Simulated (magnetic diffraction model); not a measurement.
# HoCoSi2Pt2: what an assumed order does to the neutron pattern

Space group Imma (no. 74), a = 7.0460 Å, b = 9.2510 Å, c = 5.5460 Å.

```csv
site,atom,x,y,z
8f,Pt,0.2229,0,1/2
4e,Ho,1/2,3/4,0.2212
4c,Co,1/4,1/4,1/4
8h,Si,1/2,0.0832,0.2908
```

The compound is invented for this exercise: a known structure type with other elements, its cell scaled to their sizes and not relaxed.

Only Ho and Co are taken to order (form factors of Ho3+ and Co2+); orders and moment sizes are assumed, and not adapted to the symmetry. Radiation: neutrons of λ = 4.2 Å, 3° to 90°; isotropic B of 0.35 Å² (Pt), 0.34 Å² (Ho), 0.69 Å² (Co) and 0.57 Å² (Si). Simulated constant-wavelength pattern: nuclear and magnetic terms add, the magnetic one as |2.695 fm × Σ f S⊥ exp(2πi Q·r) exp(−B s²)|², summed over all Q at one angle with the factor 1/(sin²θ cos θ). For collinear order S is the moment m, which repeats by lattice and centring translations R with the sign exp(−2πi k·R). Free-ion form factors, Sears's scattering lengths of 1992, no absorption; a label names one of the reflections at its angle. The strongest nuclear line in the range is 100, and lines under 0.2 are left out.

Assume the order k = (0 0 1), collinear moments along [111], 8.3 μB on Ho and 1.46 μB on Co; signs + at (1/2, 3/4, 0.2212), − at (1/2, 1/4, 0.7788), + at (1/4, 1/4, 1/4), + at (1/4, 3/4, 3/4).

Q: Where does magnetic intensity appear, and how strong is it?

```tsv
2θ (°)	index	nuclear	magnetic
26.24	(0 1 0)	0.0	526.8
34.68	(1 0 0)	0.0	13.0
44.50	(0 0 1)	0.0	309.5
52.40	(0 1 1)	2.5	0.0
54.00	(0 2 0)	100.0	0.0
57.62	(1 0 1)	7.4	0.0
64.37	(1 1 -1)	0.0	43.0
65.79	(1 2 0)	0.0	5.6
72.48	(0 2 1)	0.0	200.3
73.18	(2 0 0)	7.2	0.0
79.26	(2 1 0)	0.0	196.8
82.92	(1 2 1)	0.8	0.0
85.84	(0 3 0)	0.0	63.5
89.85	(2 0 1)	0.0	176.1
```

The strongest magnetic line in the range is (0 1 0) at 26.24° (526.8). On top of the Lorentz factor, which all lines share, magnetic lines fade with angle because f falls: for Ho3+ it is 0.96, 0.85, 0.71 and 0.44 at sin θ/λ = 0.1, 0.2, 0.3 and 0.5 Å⁻¹, while nuclear lengths stay constant. The order has no net moment.

[Logs are printed without paths, hosts, clocks, repeated set-up lines and the standing remarks that a program may print on its own settings, such as how far it seeks lower states.]
